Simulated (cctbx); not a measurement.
## What resolution and counting buy: TlIn2I5

Space group I4/mcm (no. 140), a = 8.9920 Å, b = 8.9920 Å, c = 15.9160 Å, α = 90.00°, β = 90.00°, γ = 90.00°.

| atom | mult. | x | y | z | Ueq (Å²) |
| --- | --- | --- | --- | --- | --- |
| Tl1 | 4 | 1/2 | 1/2 | 1/4 | 0.0045 |
| I1 | 16 | 0.8399 | 0.3399 | 0.3632 | 0.0027 |
| I2 | 4 | 1/2 | 1/2 | 0 | 0.0040 |
| In1 | 8 | 0.8182 | 0.3182 | 0 | 0.0039 |

This is a model crystal, built by substitution and not relaxed, with assumed displacement parameters.

Five simulated data sets (cctbx; Ag Kα, λ = 0.56087 Å; 2 % proportional error) differ in resolution or exposure (noise floor 2 counts in the first three, 8 in the last two). Each is refined with the right model, isotropic at 1.1 Å and anisotropic otherwise. How do the figures of merit and the uncertainties move?

```csv
d min (Å),top counts,"⟨I/σ⟩ (unmerged, absences included)",unique,param. (scale apart),Rint,R1,GooF,largest s.u. xyz (fractional),s.u. U of In1 (Å²),largest error (Å)
1.1,70000,12.4,153,7,0.018,0.0046,0.90,0.00002,0.0001,0.0001
0.84,70000,12.2,329,14,0.019,0.0043,0.87,0.00001,0.0001,0.0002
0.6,70000,10.9,865,14,0.020,0.0055,0.96,0.00001,0.0000,0.0000
0.75,300,0.6,452,14,0.426,0.0785,0.98,0.00041,0.0015,0.0067
0.75,3000,2.9,452,14,0.079,0.0222,0.98,0.00007,0.0002,0.0013
```

The number of reflections grows roughly as 1/d³: 153, 329 and 865 here. R1 follows the noise rather than the truth: at 300 counts it is 0.0785, at 3000 counts 0.0222, while GooF is 0.98 and 0.98: the weights 1/σ² carry the noise. The s.u. of U (U11 where anisotropic) for In1 goes 0.0001, 0.0001, 0.0000 Å² with resolution and 0.0015, 0.0002 Å² with exposure.

Hardware for the 0.6 Å refinement: 0.42 s on 1 thread of Arm Neoverse V2, on a shared host, peak memory 0.1 GiB.

[Logs are printed without paths, hosts, clocks, repeated set-up lines and the standing remarks that a program may print on its own settings, such as how far it seeks lower states.]
